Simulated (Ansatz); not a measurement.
## How KBr (Fm-3m) expands on warming

Wanted: α(T), C_P(T) and B(T) of KBr in the quasi-harmonic approximation.

Experimental results on record:
- volume expansion coefficient 116.1 1e-6/K and heat capacity C_P per formula unit 52.3 J/mol/K near room temperature (given in “High-Throughput Prediction of Finite-Temperature Properties using the Quasi-Harmonic Approximation”, 2016, arXiv:1603.06924)
- volume expansion coefficient 117.6 1e-6/K near room temperature (given in “Descriptors for thermal expansion in solids”, 2017, arXiv:1701.03966)

Program: Ansatz 0.2.0. Level of theory: DFT LDA, scalar-relativistic, plane waves, PAW. Results are calculated unless marked as measured.

## 1. The structure

It takes space group Fm-3m (No. 225, cubic). The conventional cell has a = 6.600 Å, b = 6.600 Å, c = 6.600 Å, α = 90.00°, β = 90.00°, γ = 90.00°. Nearest to K lie 6 Br at 3.30 Å. Nearest to Br lie 6 K at 3.30 Å. Farther neighbours and most contacts between anions are not listed.

## 2. Probe on a coarse mesh

Before spending time, one coarse run tells the gap and the pressure of the starting cell.

File input.yaml:

```yaml
crystal:
  lattice:
    - [0.0, 3.3, 3.3]
    - [3.3, 0.0, 3.3]
    - [3.3, 3.3, 0.0]
  atoms:
    - { symbol: K, position: [0.0, 0.0, 0.0] }
    - { symbol: Br, position: [0.5, 0.5, 0.5] }
kpoints:
  mp_grid: { grid: [6, 6, 6] }
hamiltonian:
  xc: lda
scf:
  occupations: { method: gaussian, width: 0.1 }
output:
  forces: true
  stress: true
  eigenvalues: true
```

Command:

```sh
ansatz run input.yaml --threads 4 --pin off --max-ram 16384MiB --backend cpu --events-out ev --progress --plain --runs-dir out
```

Numbers of over 12 decimals in the logs are rounded to 6 here.

Output:

```text
Engine: ansatz 0.2.0, x86_64-unknown-linux-gnu
Pseudopotentials: kind: paw
Pseudopotential: K, paw, valence charge 9, recommended cutoff 420 eV (normal), K.paw.azcp
Pseudopotential: Br, paw, valence charge 7, recommended cutoff 420 eV (normal), Br.paw.azcp
Functional definition: SPW92
  exchange = slater_x
  correlation = pw_c
Crystal: 2 atoms, lattice volume = 71.874 Å³
Basis set: ecut = 420 eV, 1411 PW (Γ)
Bands: 12, of which v1, the nominal top of the filled ones, is band 8 counted from 1 (7 counted from 0)
Symmetry: 48 space group operations
Space group: Fm-3m (ITA 225), of the structure as read, at distance tolerance 4.2e-5 Å
k-points: 16 of 216
Non-local potential: K, projectors of the file, l = 0: 3, l = 1: 2, l = 2: 2
Non-local potential: Br, projectors of the file, l = 0: 2, l = 1: 2, l = 2: 2
PAW form: soft (Blöchl's): semilocal exchange-correlation on the pseudo side does not see the compensation charge
PAW frozen core: K, regenerated for the run's functional, and the local potential with it (the file was generated under x = pbe(κ = 0.804, μ = 0.219515), c = pbe(β = 0.066725))
PAW frozen core: Br, regenerated for the run's functional, and the local potential with it (the file was generated under x = pbe(κ = 0.804, μ = 0.219515), c = pbe(β = 0.066725))
PAW one-centre angular grid: K, 110 points (default); XC on 64 Gauss nodes
PAW one-centre angular grid: Br, 110 points (default); XC on 64 Gauss nodes
Initial density: superposition of atomic densities (neutral atoms: chi_scale 0, normalization atom), corrected by the library's trained network
Initial wavefunctions: pseudopotential atomic-orbital guess
Functional: x = slater, c = lda
SCF iter   1: F=—  HF=-4193.600113 eV  |F-HF|=—  |Δ(HF+E_count)|=         —  Δρ=4.66e-3  dr2=9.52e-3  ethr=1.77e-3  ⟨swp⟩=6.1  Hψ=1232  notcnv=0
preconditioner: auto → none  [insulator: Δε(μ)=3.992 eV  Ē_g=14.429 eV  σ=0.100 eV  W_gap=1.00  n_scr=14 (ndim 8)  ℏωp=16.4 eV  f_vac=0.056  D(μ)=0.00/eV (n_scr^D=0)  ε∞_Penn≈2.3]
SCF iter   2: F=—  HF=-4193.597279 eV  |F-HF|=—  |Δ(HF+E_count)|=   2.83e-3  Δρ=2.27e-3  dr2=1.78e-3  ethr=5.95e-5  ⟨swp⟩=1.9  Hψ=379  notcnv=0
SCF iter   3: F=—  HF=-4193.596834 eV  |F-HF|=—  |Δ(HF+E_count)|=   4.45e-4  Δρ=1.62e-4  dr2=1.24e-5  ethr=1.11e-5  ⟨swp⟩=1.0  Hψ=192  notcnv=0
SCF iter   4: F=—  HF=-4193.596835 eV  |F-HF|=—  |Δ(HF+E_count)|=   9.54e-7  Δρ=2.99e-5  dr2=4.67e-7  ethr=7.77e-8  ⟨swp⟩=2.0  Hψ=320  notcnv=0
iter 5 did not close the SCF: its close was put off for the readings that it lacked (scf_convergence_deferred on its scf_iter line)
SCF iter   5: F=-4193.596834 eV  HF=-4193.596834 eV  |F-HF|=1.13e-8  |Δ(HF+E_count)|=   1.77e-7  Δρ=1.44e-5  dr2=3.96e-8  ethr=2.92e-9  ⟨swp⟩=2.0  Hψ=292  notcnv=0
SCF iter   6: F=-4193.596834 eV  HF=-4193.596834 eV  |F-HF|=6.26e-9  |Δ(HF+E_count)|=   2.68e-9  Δρ=3.21e-6  dr2=8.43e-9  ethr=2.48e-10  ⟨swp⟩=3.6  Hψ=857  notcnv=0
SCF 1 converged in 6 iterations: F = -4193.596834 eV  dr2 = 8.43e-9
  greatest PAW one-centre occupation: 0.985 electrons in one spin orbital (limit 2), on the K atom at site 0 (counted from 0), in its partial waves of l = 0
SCF converged after 6 iterations
Free energy (F): -4193.596834 eV
Harris-Foulkes:  -4193.596834 eV  (|F-HF|=6.26e-9)
Internal energy: -4193.596834 eV  (E = F + TS)
E sigma→0 (E₀):  -4193.596834 eV
Fermi energy:    2.803775 eV
--- Per-component energies (eV) ---
  E_band       = -136.998589
  E_kinetic    = 387.767639
  E_local      = -841.624504  (includes V_loc(G=0)·N_el)
  E_nonlocal   = 87.034363
  E_hartree    = 270.620785
  E_xc         = -394.594866
  E_vxc        = -268.879608  (∫ρ·V_xc dr)
  E_paw        = -2903.278413  (= ΣΔE_a)
  E_vpaw       = -42.539570  (= ΣTr[D̂ρ^β])
  E_aug_tail   = -0.000004  (compensation charges beyond the density's cutoff)
  E_ewald      = -799.985846
  E_core_change = 0.464011  (= ΣΔE_core)
  E_smearing   = -0.000000  (= −TS)
  E_closure    = -0.000000  (closes the sum)
  Σ components = -4193.596834   (vs F -4193.596834, Δ=0.00e0)
--- Forces (eV/Å), atoms counted from 1 ---
  atom   1  K     -0.00000000     0.00000000     0.00000000
  atom   2  Br     0.00000000     0.00000000    -0.00000000
  max |Σ_I F_I| component: 9.37e-31 eV/Å
--- Stress (GPa, compression-positive) ---
       -1.644176      -0.000000       0.000000
        0.000000      -1.644176      -0.000000
        0.000000      -0.000000      -1.644176
  P = ⅓ Tr σ = -1.6442 GPa (-16.442 kbar)
--- Band table (eV; the first three rows and the last of 16) ---
  k-point 0: bands = [... 4 lower, -10.3458, 0.7872, 0.7872, 0.7872, 4.8176, 8.1438, 8.1438, 8.1438]
  k-point 1: bands = [... 4 lower, -10.2866, 0.3909, 0.6935, 0.6935, 5.4988, 7.9821, 8.4701, 8.4701]
  k-point 2: bands = [... 4 lower, -10.1768, -0.2120, 0.5184, 0.5184, 6.6294, 8.2109, 9.3400, 9.3400]
  k-point 15: bands = [... 4 lower, -10.2924, 0.0441, 0.2848, 0.3161, 7.0919, 8.3912, 8.7809, 9.7667]
```

The job ended after 0.48 s (4 threads of Intel Xeon Platinum 8259CL at 2.50GHz (Skylake/Cascade Lake), shared host; peak memory 0.35 GiB; 1.2 s of CPU time).

This step gave:

- pressure: -1.644 GPa
- gap on the k-mesh: 4.030 eV
- volume per atom: 35.94 Å³/atom

The start is under -1.6 GPa at this level and looks like an insulator or semiconductor on this mesh.

## 3. Relaxation

Phonons are second derivatives about a minimum, so cell and atoms are relaxed first, inside the symmetry of the start.

input.yaml, the sections that differ from step 2:

```yaml
scf:
  occupations: { method: gaussian, width: 0.02 }
relax:
  adjacent_minimum: "off"
  f_tol: 0.005
  max_steps: 80
  cell: { stress_tol: 0.05 }
# crystal, kpoints, hamiltonian, output: as in step 2
```

Output:

```text
[...]
Crystal: 2 atoms, lattice volume = 71.874 Å³
Basis set: ecut = 420 eV, 1411 PW (Γ)
Bands: 12, of which v1, the nominal top of the filled ones, is band 8 counted from 1 (7 counted from 0)
Symmetry: 48 space group operations
[...]
k-points: 16 of 216
[...]
SCF iter   1: F=—  HF=-4193.600107 eV  |F-HF|=—  |Δ(HF+E_count)|=         —  Δρ=4.66e-3  dr2=9.51e-3  ethr=1.77e-3  ⟨swp⟩=6.8  Hψ=1335  notcnv=0
[...]
SCF iter   6: F=-4193.596834 eV  HF=-4193.596834 eV  |F-HF|=6.55e-9  |Δ(HF+E_count)|=   2.77e-9  Δρ=3.18e-6  dr2=8.74e-9  ethr=2.44e-10  ⟨swp⟩=2.9  Hψ=666  notcnv=0
SCF 1 converged in 6 iterations: F = -4193.596834 eV  dr2 = 8.74e-9
[...]
relax step   1: F+E_penalty+E_count = -4193.59683445 eV  Δ(F+E_penalty+E_count) = +0.000e0 eV  max|allowed force component| = 5.752e-30 eV/Å  Δτ_max = 0.0000 Å  P = -1.644 GPa  Ω = 71.874 Å³  (6 SCF iters, dr2 threshold 1.00e-7 eV, accepted)
Crystal: 2 atoms, lattice volume = 68.326 Å³
Basis set: ecut = 420 eV, 1363 PW (Γ)
[...]
iter 1 solved again at ethr=9.46e-6 eV; its pass at ethr=3.10e-3 eV (dr2=1.51e-3 eV) is discarded
[...]
SCF iter   5: F=-4193.626539 eV  HF=-4193.626539 eV  |F-HF|=6.74e-9  |Δ(HF+E_count)|=   2.45e-8  Δρ=6.11e-6  dr2=1.44e-8  ethr=1.25e-9  ⟨swp⟩=6.2  Hψ=951  notcnv=0
SCF 2 converged in 5 iterations: F = -4193.626539 eV  dr2 = 1.44e-8
relax step   2: F+E_penalty+E_count = -4193.62653931 eV  Δ(F+E_penalty+E_count) = -2.970e-2 eV  max|allowed force component| = 4.257e-30 eV/Å  Δτ_max = 0.0000 Å  P = -0.972 GPa  Ω = 68.326 Å³  energy of the carried Pulay correction = +3.248e-4 eV  (5 SCF iters, dr2 threshold 2.00e-7 eV, accepted)
Crystal: 2 atoms, lattice volume = 63.781 Å³
Basis set: ecut = 420 eV, 1243 PW (Γ)
[...]
SCF iter   5: F=-4193.637892 eV  HF=-4193.637892 eV  |F-HF|=8.96e-9  |Δ(HF+E_count)|=   8.03e-8  Δρ=7.81e-6  dr2=2.01e-8  ethr=1.25e-9  ⟨swp⟩=6.5  Hψ=982  notcnv=0
SCF 3 converged in 5 iterations: F = -4193.637892 eV  dr2 = 2.01e-8
relax step   3: F+E_penalty+E_count = -4193.63789241 eV  Δ(F+E_penalty+E_count) = -1.135e-2 eV  max|allowed force component| = 5.884e-30 eV/Å  Δτ_max = 0.0000 Å  P = +0.291 GPa  Ω = 63.781 Å³  energy of the carried Pulay correction = +7.657e-4 eV  (5 SCF iters, dr2 threshold 2.00e-7 eV, accepted)
[...]
relax step   4: F+E_penalty+E_count = -4193.63858129 eV  Δ(F+E_penalty+E_count) = -6.889e-4 eV  max|allowed force component| = 4.010e-30 eV/Å  Δτ_max = 0.0000 Å  P = -0.032 GPa  Ω = 64.775 Å³  energy of the carried Pulay correction = +6.668e-4 eV  (4 SCF iters, dr2 threshold 2.00e-7 eV, accepted)
[...]
SCF iter   6: F=-4193.637932 eV  HF=-4193.637932 eV  |F-HF|=9.09e-13  |Δ(HF+E_count)|=  9.09e-12  Δρ=4.78e-8  dr2=4.57e-13  ethr=1.00e-12  ⟨swp⟩=5.8  Hψ=767  notcnv=0
SCF 5 converged in 6 iterations: F = -4193.637932 eV  dr2 = 4.57e-13
relax step   5: F+E_penalty+E_count = -4193.63793232 eV  Δ(F+E_penalty+E_count) = +6.490e-4 eV  max|allowed force component| = 9.318e-30 eV/Å  Δτ_max = 0.0000 Å  P = -0.033 GPa  Ω = 64.775 Å³  stress off target by 3.34e-2 GPa  SCF on the basis re-selected at this cell (its energy is not comparable with the rows above)  (6 SCF iters)
basis re-selected at this cell: Δ(F+E_penalty+E_count) = +6.490e-4 eV, ΔP = -0.001 GPa vs the last step (what re-selecting the basis moved, of the pressure what is left beyond the Pulay correction that the steps carried, after the strain that the cell walked since its last selection, with what the two solves' SCF thresholds leave and, on support functions, any second-order correction that the steps lacked; it is no m [...]
SCF converged after 6 iterations
Free energy (F): -4193.637932 eV
[...]
Internal energy: -4193.637932 eV  (E = F + TS)
E sigma→0 (E₀):  -4193.637932 eV
Fermi energy:    3.700478 eV
[...]
--- Stress (GPa, compression-positive) ---
       -0.033350      -0.000000      -0.000000
       -0.000000      -0.033350      -0.000000
       -0.000000      -0.000000      -0.033350
  P = ⅓ Tr σ = -0.0334 GPa (-0.334 kbar)
--- Band table (eV; the first three rows and the last of 16) ---
  k-point 0: bands = [... 4 lower, -9.4063, 1.5424, 1.5424, 1.5424, 5.8585, 8.8947, 8.8947, 8.8947]
  k-point 1: bands = [... 4 lower, -9.3290, 1.0707, 1.4203, 1.4203, 6.6073, 8.7611, 9.2565, 9.2565]
  k-point 2: bands = [... 4 lower, -9.1847, 0.3593, 1.1956, 1.1956, 7.6836, 9.2220, 10.2247, 10.2247]
  k-point 15: bands = [... 4 lower, -9.3373, 0.6986, 0.9380, 1.0038, 7.8182, 9.5778, 9.7964, 10.9263]
--- Relaxed structure (4 steps of the walk, 4 accepted, 1 SCFs on fresh bases) ---
  F+E_penalty+E_count = -4193.63793232 eV   max|allowed force component| = 9.318e-30 eV/Å   (the final SCF, on the basis selected at the relaxed cell)
  cell:  # Å, volume = 64.7747 Å³
    - [0, 3.187561, 3.187561]
    - [3.187561, 0, 3.187561]
    - [3.187561, 3.187561, 0]
  atoms:
    - { symbol: K, position: [0, 0, 0] }
    - { symbol: Br, position: [0.5, 0.5, 0.5] }
```

Run time: 2.3 s. Hardware: 4 threads; peak memory 0.38 GiB.

Step by step:

| step | energy less that of the first step (eV) | largest force component (eV/Å) | pressure (GPa) | volume (Å³) |
| --- | --- | --- | --- | --- |
| 1 | 0.0000 | 0.0000 | -1.64 | 71.87 |
| 2 | -0.0297 | 0.0000 | -0.97 | 68.33 |
| 3 | -0.0411 | 0.0000 | 0.29 | 63.78 |
| 4 | -0.0417 | 0.0000 | -0.03 | 64.77 |
| 5* | -0.0411 | 0.0000 | -0.03 | 64.77 |

Relaxation steps marked * repeat the geometry before them on a plane-wave basis chosen anew for their cell, so energy and pressure can jump there.

Forces are held to the 48 operations that the run works with; a distortion that breaks them can't arise in this run.

| conventional cell, symmetrised | before | after | change |
| --- | --- | --- | --- |
| a (Å) | 6.600 | 6.375 | -3.4 % |
| b (Å) | 6.600 | 6.375 | -3.4 % |
| c (Å) | 6.600 | 6.375 | -3.4 % |
| volume (Å³/atom) | 35.94 | 32.39 | -9.9 % |

Final coordinates:

```
K Br
1.0
     0.00000    3.18756    3.18756
     3.18756    0.00000    3.18756
     3.18756    3.18756    0.00000
K Br
1 1
Direct
  0.00000 0.00000 0.00000
  0.50000 0.50000 0.50000
```

This step gave:

```yaml
pressure: -0.03335 GPa
gap_on_the_k_mesh: 4.316 eV
volume_per_atom: 32.39 Å³/atom
```

The relaxation ends with a pressure of -0.03 GPa.

## 4. A second relaxation

The relaxation is run once more from where the first one ended, as the script does after a large change of volume or of the gap, with mesh and occupations reviewed.

input.yaml: that of step 3 with these lines changed.

```diff
@@ -2,5 +2,5 @@
   lattice:
-    - [0.0, 3.3, 3.3]
-    - [3.3, 0.0, 3.3]
-    - [3.3, 3.3, 0.0]
+    - [0.0, 3.187560777, 3.187560777]
+    - [3.187560777, 0.0, 3.187560777]
+    - [3.187560777, 3.187560777, 0.0]
   atoms:
```

Output:

```text
[...]
Crystal: 2 atoms, lattice volume = 64.775 Å³
Basis set: ecut = 420 eV, 1243 PW (Γ)
Bands: 12, of which v1, the nominal top of the filled ones, is band 8 counted from 1 (7 counted from 0)
Symmetry: 48 space group operations
[...]
k-points: 16 of 216
[...]
k-point 15: bands = [... 4 lower, -9.3373, 0.6986, 0.9380, 1.0038, 7.8182, 9.5778, 9.7964, 10.9263]
--- Relaxed structure (1 steps of the walk, 1 accepted, 1 SCFs on fresh bases) ---
[...]
cell:  # Å, volume = 64.7747 Å³
    - [0.0, 3.187560777, 3.187560777]
    - [3.187560777, 0.0, 3.187560777]
    - [3.187560777, 3.187560777, 0.0]
  atoms:
    - { symbol: K, position: [0.0, 0.0, 0.0] }
    - { symbol: Br, position: [0.5, 0.5, 0.5] }
[key lines of the parts left out:]
SCF converged after 4 iterations
Free energy (F): -4193.637932 eV
Fermi energy:    3.700478 eV
P = ⅓ Tr σ = -0.0334 GPa (-0.334 kbar)
```

It took 0.94 s on 4 threads; peak memory 0.37 GiB; 2.6 s of CPU time.

Little changed from the start: no atom moved by 0.005 Å and no cell edge by 0.1 %.

## 5. Tight relaxation

The relaxation is repeated with tighter thresholds on force and stress, since phonons are sensitive to what is left; a change of mesh or smearing in the input moves the cell too.

input.yaml, the sections that differ from step 4:

```yaml
kpoints:
  mp_grid: { grid: [8, 8, 8] }
scf:
  occupations: { method: fixed }
relax:
  adjacent_minimum: "off"
  f_tol: 0.001
  max_steps: 60
  cell: { stress_tol: 0.01 }
# crystal, hamiltonian, output: as in step 4
```

Output:

```text
[...]
Crystal: 2 atoms, lattice volume = 64.775 Å³
Basis set: ecut = 420 eV, 1243 PW (Γ)
Bands: 12, of which v1, the nominal top of the filled ones, is band 8 counted from 1 (7 counted from 0)
Symmetry: 48 space group operations
[...]
k-points: 29 of 512
[...]
k-point 28: bands = [... 4 lower, -9.2807, 0.8489, 0.8489, 0.8637, 8.7525, 8.7525, 9.9289, 10.7144]
--- Relaxed structure (3 steps of the walk, 3 accepted, 1 SCFs on fresh bases) ---
[...]
cell:  # Å, volume = 64.6665 Å³
    - [0, 3.185784, 3.185784]
    - [3.185784, 0, 3.185784]
    - [3.185784, 3.185784, 0]
  atoms:
    - { symbol: K, position: [0, 0, 0] }
    - { symbol: Br, position: [0.500000, 0.500000, 0.500000] }
[key lines of the parts left out:]
SCF converged after 6 iterations
Free energy (F): -4193.637960 eV
Fermi energy:    1.555371 eV
P = ⅓ Tr σ = 0.0002 GPa (0.002 kbar)
```

Run time: 2 s. Hardware: 4 threads; peak memory 0.4 GiB; 6.5 s of CPU time.

Little changed from the start: no atom moved by 0.005 Å and no cell edge by 0.1 %.

Numbers from this step:

| Property | Result |
| --- | --- |
| pressure | 1.80e-4 GPa |
| gap on the k-mesh | 4.321 eV |
| volume per atom | 32.33 Å³/atom |

The residual pressure is 1.8e-4 GPa, small enough for phonons.

## 6. Relaxing at another setting

The functional, the potentials or the cutoff change, so the crystal is relaxed again at the new setting.

input.yaml, the sections that differ from step 5:

```yaml
crystal:
  lattice:
    - [0.0, 3.1857844804, 3.1857844804]
    - [3.1857844804, 0.0, 3.1857844804]
    - [3.1857844804, 3.1857844804, 0.0]
  atoms:
    - { symbol: K, position: [0.0, 0.0, 0.0] }
    - { symbol: Br, position: [0.5, 0.5, 0.5] }
basis:
  ecutwfc: 550.0
# kpoints, hamiltonian, scf, output, relax: as in step 5
```

Output:

```text
[...]
Crystal: 2 atoms, lattice volume = 64.666 Å³
Basis set: ecut = 550 eV, 1917 PW (Γ)
Bands: 12, of which v1, the nominal top of the filled ones, is band 8 counted from 1 (7 counted from 0)
Symmetry: 48 space group operations
[...]
k-points: 29 of 512
[...]
k-point 28: bands = [... 4 lower, -9.2807, 0.8488, 0.8488, 0.8636, 8.7524, 8.7524, 9.9289, 10.7141]
--- Relaxed structure (1 steps of the walk, 1 accepted, 1 SCFs on fresh bases) ---
[...]
cell:  # Å, volume = 64.6665 Å³
    - [0.0, 3.1857844804, 3.1857844804]
    - [3.1857844804, 0.0, 3.1857844804]
    - [3.1857844804, 3.1857844804, 0.0]
  atoms:
    - { symbol: K, position: [0.0, 0.0, 0.0] }
    - { symbol: Br, position: [0.500000, 0.500000, 0.500000] }
[key lines of the parts left out:]
SCF converged after 5 iterations
Free energy (F): -4193.639628 eV
Fermi energy:    1.555243 eV
P = ⅓ Tr σ = 0.0004 GPa (0.004 kbar)
```

The job ended after 1.6 s (4 threads; peak memory 0.41 GiB; 5 s of CPU time).

Little changed from the start: no atom moved by 0.005 Å and no cell edge by 0.1 %.

This step gave:

* pressure: 3.77e-4 GPa

The residual pressure is 3.8e-4 GPa, small enough for phonons.

(Continued in part 2 of 3.)

[Logs are printed without paths, hosts, clocks, repeated set-up lines and the standing remarks that a program may print on its own settings, such as how far it seeks lower states.]

[Hosts, paths, dates, database ids (printed as entryN), source tags and the programs' standing remarks are cut or masked in the printed files.]

[A step with changed settings may run another functional than the one named; its input shows which.]
